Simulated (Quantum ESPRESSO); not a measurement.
# Ta (Im-3m): coupling and resistivity with EPW, part 2 of 5

Wanted: λ, Tc and ρ(T) of Ta (Im-3m) from Quantum ESPRESSO and EPW.

Quantum ESPRESSO 7.5; DFT PBEsol, scalar-relativistic, plane waves, PseudoDojo 0.4.1 norm-conserving pseudopotentials.

So far. Step 2 (Relaxation): The volume ends at 17.61 Å³ an atom, -2.2 % from the start. Step 3 (Ground state): The Fermi level lies at 18.76 eV and the pressure is -0.001 GPa.

**4. Phonons on the coarse mesh**

ph.x gives the dynamical matrices and the changes of the potential on a coarse q mesh, which EPW interpolates.

Input file ph.in:

```
phonons
 &inputph
    prefix='x',
    outdir='./tmp',
    tr2_ph=1.0d-14,
    fildyn='x.dyn',
    fildvscf='dvscf',
    ldisp=.true.,
    nq1=4,
    nq2=4,
    nq3=4,
    alpha_mix(1)=0.5,
    amass(1)=180.9479,
 /
```

The run is started by

```bash
OMP_NUM_THREADS=1 mpirun -n 8 ph.x -nk 8 -in ph.in > ph.out
```

Output:

```text
[banner, memory and clock lines left out]
Program PHONON v.7.5

     ./tmp/x.save/

     IMPORTANT: XC functional enforced from input :
     Exchange-correlation= PBESOL
                           (   1   4  10   8   0   0   0)
     Any further DFT definition will be discarded
     Please, verify this is what you really want

     G-vector sticks info

     Reading collected, re-writing distributed wavefunctions in ./tmp/

     Dynamical matrices for ( 4, 4, 4)  uniform grid of q-points
     (   8 q-points):
       N         xq(1)         xq(2)         xq(3)
       1   0.000000000   0.000000000   0.000000000
       2   0.216506351   0.216506351   0.000000000
       3  -0.433012702  -0.433012702   0.000000000
       4   0.433012702   0.216506351   0.216506351
       5   0.433012702   0.433012702   0.433012702
       6   0.000000000   0.000000000   0.433012702
       7  -0.866025404  -0.216506351  -0.216506351
       8  -0.866025404  -0.866025404  -0.866025404

     Number and degeneracy of irreps per q-point
       N         xq(1)         xq(2)         xq(3)   N irreps
       1   0.000000000   0.000000000   0.000000000       1
        3
       2   0.216506351   0.216506351   0.000000000       3
     No degeneracy
       3  -0.433012702  -0.433012702   0.000000000       3
     No degeneracy
       4   0.433012702   0.216506351   0.216506351       3
     No degeneracy
       5   0.433012702   0.433012702   0.433012702       1
        3
       6   0.000000000   0.000000000   0.433012702       2
        1   2
       7  -0.866025404  -0.216506351  -0.216506351       3
     No degeneracy
       8  -0.866025404  -0.866025404  -0.866025404       1
        3

     Saving dvscf to file. Distribute only q points, not irreducible representations.

     Calculation of q =    0.0000000   0.0000000   0.0000000

     phonons

     bravais-lattice index     =            0
     lattice parameter (alat)  =       5.3643  a.u.
     unit-cell volume          =     118.8259 (a.u.)^3
     number of atoms/cell      =            1
     number of atomic types    =            1
     kinetic-energy cut-off    =      58.0000  Ry
     charge density cut-off    =     232.0000  Ry
     convergence threshold     =      1.0E-14
     beta                      =       0.5000
     number of iterations used =            4
     Exchange-correlation= PBESOL
                           (   1   4  10   8   0   0   0)

     celldm(1)=    5.36427  celldm(2)=    0.00000  celldm(3)=    0.00000
     celldm(4)=    0.00000  celldm(5)=    0.00000  celldm(6)=    0.00000

     crystal axes: (cart. coord. in units of alat)
               a(1) = ( -0.5774  0.5774  0.5774 )
               a(2) = (  0.5774 -0.5774  0.5774 )
               a(3) = (  0.5774  0.5774 -0.5774 )

     reciprocal axes: (cart. coord. in units 2 pi/alat)
               b(1) = ( -0.0000  0.8660  0.8660 )
               b(2) = (  0.8660 -0.0000  0.8660 )
               b(3) = (  0.8660  0.8660  0.0000 )

     Atoms inside the unit cell:

     Cartesian axes

     site n.  atom      mass           positions (alat units)
        1  Ta    180.9479   tau(    1) = (    0.00000    0.00000    0.00000  )

     Computing dynamical matrix for
                    q = (   0.0000000   0.0000000   0.0000000 )

     49 Sym.Ops. (with q -> -q+G )

     G cutoff =  169.1025  (   7011 G-vectors)     FFT grid: ( 25, 25, 25)

     number of k points=    72  Marzari-Vanderbilt smearing, width (Ry)=  0.0200

     PseudoPot. # 1 for Ta read from file:
     ./pseudo/Ta.upf
     Pseudo is Norm-conserving + core correction, Zval = 13.0
     Using radial grid of 1432 points,  8 beta functions with:
                l(1) =   0
                l(2) =   0
                l(3) =   1
                l(4) =   1
                l(5) =   2
                l(6) =   2
                l(7) =   3
                l(8) =   3

     Mode symmetry, O_h (m-3m)  point group:

     Atomic displacements:
     There are    1 irreducible representations

     Representation     1      3 modes -  To be done

     Alpha used in Ewald sum =   2.3000

     Representation #   1 modes #   1   2   3

     Self-consistent Calculation

     Pert. #  1: Fermi energy shift (Ry) =    -7.1086E-26     1.4106E-37
     Pert. #  2: Fermi energy shift (Ry) =     6.8932E-26    -7.0530E-38
     Pert. #  3: Fermi energy shift (Ry) =     6.9201E-26     8.6203E-38

      thresh= 1.000E-02 alpha_mix =  0.500 |ddv_scf|^2 =  5.028E-06

     Pert. #  1: Fermi energy shift (Ry) =     3.7697E-26     4.7754E-39
     Pert. #  2: Fermi energy shift (Ry) =    -4.3082E-27     4.6530E-39
     Pert. #  3: Fermi energy shift (Ry) =     1.8041E-26     2.5714E-39

      thresh= 2.242E-04 alpha_mix =  0.500 |ddv_scf|^2 =  1.901E-07

     Pert. #  1: Fermi energy shift (Ry) =     0.0000E+00    -2.4489E-40
     Pert. #  2: Fermi energy shift (Ry) =    -1.7233E-26    -2.4489E-40
     Pert. #  3: Fermi energy shift (Ry) =     1.7233E-26     4.5918E-40

      thresh= 4.360E-05 alpha_mix =  0.500 |ddv_scf|^2 =  4.453E-09

     Pert. #  1: Fermi energy shift (Ry) =    -5.8161E-26     2.9655E-41
     Pert. #  2: Fermi energy shift (Ry) =     8.6165E-27    -5.7397E-42
     Pert. #  3: Fermi energy shift (Ry) =    -1.4944E-26    -9.5662E-43

      thresh= 6.673E-06 alpha_mix =  0.500 |ddv_scf|^2 =  2.432E-11

     Pert. #  1: Fermi energy shift (Ry) =    -6.0315E-26    -3.7069E-42
     Pert. #  2: Fermi energy shift (Ry) =     0.0000E+00    -1.7937E-42
     Pert. #  3: Fermi energy shift (Ry) =    -9.4243E-27    -2.9894E-43

      thresh= 4.931E-07 alpha_mix =  0.500 |ddv_scf|^2 =  8.716E-13

     Pert. #  1: Fermi energy shift (Ry) =    -7.1086E-26    -1.5545E-42
     Pert. #  2: Fermi energy shift (Ry) =    -1.2925E-26     2.0328E-42
     Pert. #  3: Fermi energy shift (Ry) =     3.8774E-26    -1.6143E-42

      thresh= 9.336E-08 alpha_mix =  0.500 |ddv_scf|^2 =  7.800E-15

     End of self-consistent calculation

     Convergence has been achieved

     Number of q in the star =    1
     List of q in the star:
          1   0.000000000   0.000000000   0.000000000

     Diagonalizing the dynamical matrix

     q = (    0.000000000   0.000000000   0.000000000 )

 **************************************************************************
     freq (    1) =       0.092165 [THz] =       3.074298 [cm-1]
     freq (    2) =       0.092165 [THz] =       3.074298 [cm-1]
     freq (    3) =       0.092165 [THz] =       3.074298 [cm-1]
 **************************************************************************

     Mode symmetry, O_h (m-3m)  point group:

     freq (   1-   3) =          3.1  [cm-1]   --> T_1u G_15  G_4- I

[...]
thresh= 7.766E-08 alpha_mix =  0.500 |ddv_scf|^2 =  8.680E-13

[...]
End of self-consistent calculation

     Convergence has been achieved

     Representation #   2 mode #   2

     Self-consistent Calculation

[...]
End of self-consistent calculation

     Convergence has been achieved

     Representation #   3 mode #   3

     Self-consistent Calculation

[...]
thresh= 4.361E-08 alpha_mix =  0.500 |ddv_scf|^2 =  1.198E-15

     End of self-consistent calculation

     Convergence has been achieved

     Number of q in the star =   12
     List of q in the star:
          1  -0.866025404  -0.216506351  -0.216506351
          2  -0.216506351   0.866025404  -0.216506351
          3  -0.866025404   0.216506351  -0.216506351
          4   0.216506351  -0.866025404  -0.216506351
          5   0.216506351  -0.866025404   0.216506351
          6   0.866025404  -0.216506351   0.216506351
          7  -0.866025404   0.216506351   0.216506351
          8  -0.216506351   0.866025404   0.216506351
          9   0.216506351  -0.216506351   0.866025404
         10  -0.216506351  -0.216506351  -0.866025404
         11   0.216506351   0.216506351  -0.866025404
         12  -0.216506351   0.216506351   0.866025404

     Diagonalizing the dynamical matrix

     q = (   -0.866025404  -0.216506351  -0.216506351 )

 **************************************************************************
     freq (    1) =       3.265384 [THz] =     108.921476 [cm-1]
     freq (    2) =       4.155685 [THz] =     138.618744 [cm-1]
     freq (    3) =       4.676075 [THz] =     155.977068 [cm-1]
 **************************************************************************

     Mode symmetry, C_2v (mm2)  point group:

     freq (   1-   1) =        108.9  [cm-1]   --> A_1  D_1  S_1
     freq (   2-   2) =        138.6  [cm-1]   --> B_2  D_4  S_4
     freq (   3-   3) =        156.0  [cm-1]   --> B_1  D_3  S_3

     Calculation of q =   -0.8660254  -0.8660254  -0.8660254

     G-vector sticks info

     Title:
     phonons

     bravais-lattice index     =            0
     lattice parameter (alat)  =       5.3643  a.u.
     unit-cell volume          =     118.8259 (a.u.)^3
     number of atoms/cell      =            1
     number of atomic types    =            1
     number of electrons       =        13.00
     number of Kohn-Sham states=           11
     kinetic-energy cutoff     =      58.0000  Ry
     charge density cutoff     =     232.0000  Ry
     Exchange-correlation= PBESOL
                           (   1   4  10   8   0   0   0)

     celldm(1)=   5.364274  celldm(2)=   0.000000  celldm(3)=   0.000000
     celldm(4)=   0.000000  celldm(5)=   0.000000  celldm(6)=   0.000000

     crystal axes: (cart. coord. in units of alat)
               a(1) = (  -0.577350   0.577350   0.577350 )
               a(2) = (   0.577350  -0.577350   0.577350 )
               a(3) = (   0.577350   0.577350  -0.577350 )

     reciprocal axes: (cart. coord. in units 2 pi/alat)
               b(1) = ( -0.000000  0.866025  0.866025 )
               b(2) = (  0.866025 -0.000000  0.866025 )
               b(3) = (  0.866025  0.866025  0.000000 )

     PseudoPot. # 1 for Ta read from file:
     ./pseudo/Ta.upf
     Pseudo is Norm-conserving + core correction, Zval = 13.0
     Using radial grid of 1432 points,  8 beta functions with:
[...]
atomic species   valence    mass     pseudopotential
     Ta               13.00   180.94790     Ta( 1.00)

     48 Sym. Ops., with inversion, found

   Cartesian axes

     site n.     atom                  positions (alat units)
         1        Ta     tau(   1) = (   0.0000000   0.0000000   0.0000000  )

     number of k points=   144  Marzari-Vanderbilt smearing, width (Ry)=  0.0200

     Number of k-points >= 100: set verbosity='high' to print them.

     Dense  grid:     7011 G-vectors     FFT dimensions: (  25,  25,  25)

     The potential is recalculated from file :
     ./tmp/_ph0/x.q_8/x.save/charge-density

     Starting wfcs are   10 atomic +    1 random wfcs

     Band Structure Calculation
     Davidson diagonalization with overlap

     ethr =  7.69E-11,  avg # of iterations = 13.8

     End of band structure calculation

     Number of k-points >= 100: set verbosity='high' to print the bands.

     the Fermi energy is    18.7605 ev

     Writing config to output data dir ./tmp/_ph0/x.q_8/x.save/ :
     XML data file

     phonons

     bravais-lattice index     =            0
     lattice parameter (alat)  =       5.3643  a.u.
     unit-cell volume          =     118.8259 (a.u.)^3
     number of atoms/cell      =            1
     number of atomic types    =            1
     kinetic-energy cut-off    =      58.0000  Ry
     charge density cut-off    =     232.0000  Ry
     convergence threshold     =      1.0E-14
     beta                      =       0.5000
     number of iterations used =            4
     Exchange-correlation= PBESOL
                           (   1   4  10   8   0   0   0)

     celldm(1)=    5.36427  celldm(2)=    0.00000  celldm(3)=    0.00000
     celldm(4)=    0.00000  celldm(5)=    0.00000  celldm(6)=    0.00000

     crystal axes: (cart. coord. in units of alat)
               a(1) = ( -0.5774  0.5774  0.5774 )
               a(2) = (  0.5774 -0.5774  0.5774 )
               a(3) = (  0.5774  0.5774 -0.5774 )

     reciprocal axes: (cart. coord. in units 2 pi/alat)
               b(1) = ( -0.0000  0.8660  0.8660 )
               b(2) = (  0.8660 -0.0000  0.8660 )
               b(3) = (  0.8660  0.8660  0.0000 )

     Atoms inside the unit cell:

     Cartesian axes

     site n.  atom      mass           positions (alat units)
        1  Ta    180.9479   tau(    1) = (    0.00000    0.00000    0.00000  )

     Computing dynamical matrix for
                    q = (  -0.8660254  -0.8660254  -0.8660254 )

     49 Sym.Ops. (with q -> -q+G )

     G cutoff =  169.1025  (   7011 G-vectors)     FFT grid: ( 25, 25, 25)

     number of k points=   144  Marzari-Vanderbilt smearing, width (Ry)=  0.0200

     PseudoPot. # 1 for Ta read from file:
     ./pseudo/Ta.upf
     Pseudo is Norm-conserving + core correction, Zval = 13.0
     Using radial grid of 1432 points,  8 beta functions with:
                l(1) =   0
                l(2) =   0
                l(3) =   1
                l(4) =   1
                l(5) =   2
                l(6) =   2
                l(7) =   3
                l(8) =   3

     Mode symmetry, O_h (m-3m)  point group:

     Atomic displacements:
     There are    1 irreducible representations

     Representation     1      3 modes -  To be done

     Message from routine init_vloc:
     Interpolation table for Vloc re-allocated

     Alpha used in Ewald sum =   2.3000

     Representation #   1 modes #   1   2   3

     Self-consistent Calculation

      thresh= 1.000E-02 alpha_mix =  0.500 |ddv_scf|^2 =  3.540E-05

      thresh= 5.950E-04 alpha_mix =  0.500 |ddv_scf|^2 =  8.463E-07

      thresh= 9.200E-05 alpha_mix =  0.500 |ddv_scf|^2 =  8.095E-09

      thresh= 8.997E-06 alpha_mix =  0.500 |ddv_scf|^2 =  2.541E-11

      thresh= 5.041E-07 alpha_mix =  0.500 |ddv_scf|^2 =  3.043E-12

      thresh= 1.744E-07 alpha_mix =  0.500 |ddv_scf|^2 =  9.961E-14

      thresh= 3.156E-08 alpha_mix =  0.500 |ddv_scf|^2 =  4.805E-16

     End of self-consistent calculation

     Convergence has been achieved

     Number of q in the star =    1
     List of q in the star:
          1  -0.866025404  -0.866025404  -0.866025404

     Diagonalizing the dynamical matrix

     q = (   -0.866025404  -0.866025404  -0.866025404 )

 **************************************************************************
     freq (    1) =       5.020661 [THz] =     167.471215 [cm-1]
     freq (    2) =       5.020661 [THz] =     167.471215 [cm-1]
     freq (    3) =       5.020661 [THz] =     167.471215 [cm-1]
 **************************************************************************

     Mode symmetry, O_h (m-3m)  point group:

     freq (   1-   3) =        167.5  [cm-1]   --> T_1u G_15  G_4-
```

Run time: 8.9 min. Hardware: 8 MPI ranks of Arm Neoverse N1, shared host.

This step gave:

```
lowest frequency off the zone centre                                            : 61.44 cm⁻¹
largest magnitude of the acoustic modes at the zone centre, before the sum rule : 3.074 cm⁻¹
```

Frequencies at the irreducible wavevectors:

| q1 | q2 | q3 | star | mode 1 (cm⁻¹) | mode 2 (cm⁻¹) | mode 3 (cm⁻¹) |
| --- | --- | --- | --- | --- | --- | --- |
| 0 | 0 | 0 | 1 | 3.1 | 3.1 | 3.1 |
| 0 | 0 | 0.25 | 12 | 61.4 | 73.9 | 112.1 |
| 0 | 0 | -0.5 | 6 | 92.4 | 141.7 | 143.3 |
| 0 | 0.25 | 0.25 | 24 | 91 | 99.9 | 147.3 |
| 0.25 | 0.25 | 0.25 | 2 | 125.8 | 125.8 | 125.8 |
| 0.25 | 0.25 | -0.25 | 6 | 100.7 | 100.7 | 143.9 |
| 0.25 | -0.5 | -0.5 | 12 | 108.9 | 138.6 | 156 |
| -0.5 | -0.5 | -0.5 | 1 | 167.5 | 167.5 | 167.5 |

The lowest mode off the zone centre lies at 61.4 cm⁻¹ and the highest of all solved modes at 167 cm⁻¹, so the solved wavevectors are stable. The acoustic modes at the centre lie within 3.1 cm⁻¹ of zero before the sum rule is imposed.

**5. Bands for the check**

Bands on a path serve later as the test of the Wannier interpolation; inside the frozen window, points that lie on the coarse mesh match by construction, and those between them test it.

Input file bands.in:

```
 &control
    calculation='bands',
    prefix='x',
    outdir='./tmp',
    pseudo_dir='./pseudo',
    verbosity='high',
 /
 &system
    ibrav=0,
    nat=1,
    ntyp=1,
    ecutwfc=58.0,
    occupations='smearing',
    smearing='mv',
    degauss=0.02,
    nbnd=29,
 /
 &electrons
    conv_thr=1.0d-10,
 /
ATOMIC_SPECIES
 Ta    180.9479  Ta.upf
CELL_PARAMETERS angstrom
    -1.638896200    1.638896200    1.638896200
     1.638896200   -1.638896200    1.638896200
     1.638896200    1.638896200   -1.638896200
ATOMIC_POSITIONS crystal
 Ta     0.000000000   0.000000000   0.000000000
K_POINTS crystal
70
 0.00000000 0.00000000 0.00000000 0.01428571
 0.02941176 -0.02941176 0.02941176 0.01428571
 0.05882353 -0.05882353 0.05882353 0.01428571
 0.08823529 -0.08823529 0.08823529 0.01428571
[the list of k-points goes on]
```

The run is started by

```bash
OMP_NUM_THREADS=1 mpirun -n 8 pw.x -nk 8 -in bands.in > bands.out
```

Output:

```text
[banner, memory and clock lines left out]
[...]
number of Kohn-Sham states=           29
```

The job ended after 4.7 s (8 MPI ranks).

**6. States on the coarse mesh**

Wannier functions need the states on a full uniform k mesh, and the couplings need it to be a multiple of the q mesh.

Input file nscf.in:

```
 &control
    calculation='nscf',
    prefix='x',
    outdir='./tmp',
    pseudo_dir='./pseudo',
    verbosity='high',
 /
 &system
    ibrav=0,
    nat=1,
    ntyp=1,
    ecutwfc=58.0,
    occupations='smearing',
    smearing='mv',
    degauss=0.02,
    nbnd=29,
 /
 &electrons
    conv_thr=1.0d-11,
 /
ATOMIC_SPECIES
 Ta    180.9479  Ta.upf
CELL_PARAMETERS angstrom
    -1.638896200    1.638896200    1.638896200
     1.638896200   -1.638896200    1.638896200
     1.638896200    1.638896200   -1.638896200
ATOMIC_POSITIONS crystal
 Ta     0.000000000   0.000000000   0.000000000
K_POINTS crystal
512
 0.00000000 0.00000000 0.00000000 0.00195312
 0.00000000 0.00000000 0.12500000 0.00195312
 0.00000000 0.00000000 0.25000000 0.00195312
 0.00000000 0.00000000 0.37500000 0.00195312
[the list of k-points goes on]
```

The run is started by

```bash
OMP_NUM_THREADS=1 mpirun -n 8 pw.x -nk 8 -in nscf.in > nscf.out
```

Output:

```text
[banner, memory and clock lines left out]
[...]
number of Kohn-Sham states=           29
     the Fermi energy is    18.7365 ev
```

Elapsed: 32 s, on 8 MPI ranks; 4.3 min of CPU time.

This step gave:

```yaml
fermi_energy: 18.74 eV
```

(Part 2 of 5 ends here.)

[The logs of pw.x and epw.x are selected lines.]

[Logs are printed without paths, hosts, clocks, repeated set-up lines and the standing remarks that a program may print on its own settings, such as how far it seeks lower states.]

[Hosts, paths, dates, database ids (printed as entryN), source tags and the programs' standing remarks are cut or masked in the printed files.]
